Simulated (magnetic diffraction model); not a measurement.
## TbLuS3: what an assumed order does to the neutron pattern

Space group Pnma (no. 62), a = 7.0570 Å, b = 9.7170 Å, c = 6.6200 Å.

```
site  atom       x       y       z
  4a    Lu       0       0       0
  4c    Tb  0.4445     1/4  0.0171
  4c     S  0.0504     1/4  0.8813
  8d     S  0.8056  0.5587  0.6937
```

The compound is invented for this exercise: a known structure type with other elements, its cell scaled to their sizes and not relaxed.

Only Tb is taken to order (form factors of Tb3+); orders and moment sizes are assumed, and not adapted to the symmetry. Radiation: neutrons of λ = 1.909 Å, 5° to 50°; isotropic B of 0.17 Å² (Lu), 0.16 Å² (Tb) and 0.21 Å² (S). Simulated constant-wavelength pattern: nuclear and magnetic terms add, the magnetic one as |2.695 fm × Σ f S⊥ exp(2πi Q·r) exp(−B s²)|², summed over all Q at one angle with the factor 1/(sin²θ cos θ). For collinear order S is the moment m, which repeats by lattice and centring translations R with the sign exp(−2πi k·R). Free-ion form factors, Sears's scattering lengths of 1992, no absorption; a label names one of the reflections at its angle. The strongest nuclear line in the range is 100, and lines under 0.2 are left out.

Assume the order k = (0 1/2 1/2), collinear moments along [111], 5.46 μB on Tb; signs + at (0.4445, 1/4, 0.0171), − at (0.0555, 3/4, 0.5171), − at (0.9445, 1/4, 0.4829), + at (0.5555, 3/4, 0.9829).

Predict the pattern, nuclear and magnetic parts apart.

| 2θ (°) | index | nuclear | magnetic |
| --- | --- | --- | --- |
| 10.01 | (0 1/2 1/2) | 0.0 | 63.0 |
| 18.52 | (1 1/2 1/2) | 0.0 | 95.6 |
| 18.88 | (0 3/2 -1/2) | 0.0 | 38.4 |
| 20.09 | (0 1 1) | 0.6 | 0.0 |
| 22.66 | (0 2 0) | 0.5 | 0.0 |
| 22.80 | (1 0 1) | 1.9 | 0.0 |
| 24.55 | (1 3/2 1/2) | 0.0 | 33.2 |
| 25.51 | (1 1 1) | 7.2 | 0.0 |
| 25.63 | (0 1/2 -3/2) | 0.0 | 32.3 |
| 29.66 | (0 5/2 1/2) | 0.0 | 5.9 |
| 30.11 | (1 1/2 3/2) | 0.0 | 17.3 |
| 30.34 | (0 3/2 3/2) | 0.0 | 8.9 |
| 31.39 | (2 0 0) | 22.9 | 0.0 |
| 32.37 | (1 2 1) | 100.0 | 0.0 |
| 33.03 | (2 1/2 1/2) | 0.0 | 19.9 |
| 33.45 | (2 1 0) | 1.1 | 0.0 |
| 33.52 | (0 0 2) | 18.5 | 0.0 |
| 33.65 | (1 5/2 1/2) | 0.0 | 22.1 |
| 34.27 | (1 3/2 3/2) | 0.0 | 17.1 |
| 35.70 | (2 0 1) | 1.0 | 0.0 |
| 36.89 | (2 3/2 1/2) | 0.0 | 14.8 |
| 37.15 | (1 0 2) | 4.2 | 0.0 |
| 37.55 | (2 1 1) | 3.3 | 0.0 |
| 38.20 | (0 5/2 -3/2) | 0.0 | 13.8 |
| 38.30 | (0 3 1) | 9.4 | 0.0 |
| 38.94 | (1 1 2) | 11.3 | 0.0 |
| 39.06 | (2 2 0) | 4.1 | 0.0 |
| 40.84 | (0 2 2) | 2.8 | 0.0 |
| 40.95 | (2 1/2 3/2) | 0.0 | 18.4 |
| 41.13 | (0 7/2 -1/2) | 0.0 | 5.3 |
| 41.48 | (1 5/2 3/2) | 0.0 | 5.0 |
| 41.57 | (1 3 1) | 10.8 | 0.0 |
| 42.67 | (0 1/2 5/2) | 0.0 | 2.8 |
| 42.70 | (2 2 1) | 7.8 | 0.0 |
| 43.73 | (2 5/2 1/2) | 0.0 | 8.7 |
| 43.95 | (1 2 2) | 2.1 | 0.0 |
| 44.22 | (2 3/2 3/2) | 0.0 | 13.8 |
| 44.22 | (1 7/2 1/2) | 0.0 | 7.6 |
| 45.67 | (1 1/2 5/2) | 0.0 | 17.6 |
| 45.84 | (0 3/2 -5/2) | 0.0 | 3.3 |
| 46.27 | (0 4 0) | 31.2 | 0.0 |
| 46.58 | (2 0 2) | 50.3 | 0.0 |
| 47.16 | (2 3 0) | 7.5 | 0.0 |
| 47.93 | (0 7/2 3/2) | 0.0 | 2.2 |
| 48.08 | (2 1 2) | 10.9 | 0.0 |
| 48.69 | (1 3/2 5/2) | 0.0 | 10.3 |
| 49.04 | (3 1/2 1/2) | 0.0 | 9.6 |

The strongest magnetic line in the range is (1 1/2 1/2) at 18.52° (95.6). On top of the Lorentz factor, which all lines share, magnetic lines fade with angle because f falls: for Tb3+ it is 0.95, 0.82, 0.66 and 0.36 at sin θ/λ = 0.1, 0.2, 0.3 and 0.5 Å⁻¹, while nuclear lengths stay constant. The order has no net moment.

[Logs are printed without paths, hosts, clocks, repeated set-up lines and the standing remarks that a program may print on its own settings, such as how far it seeks lower states.]
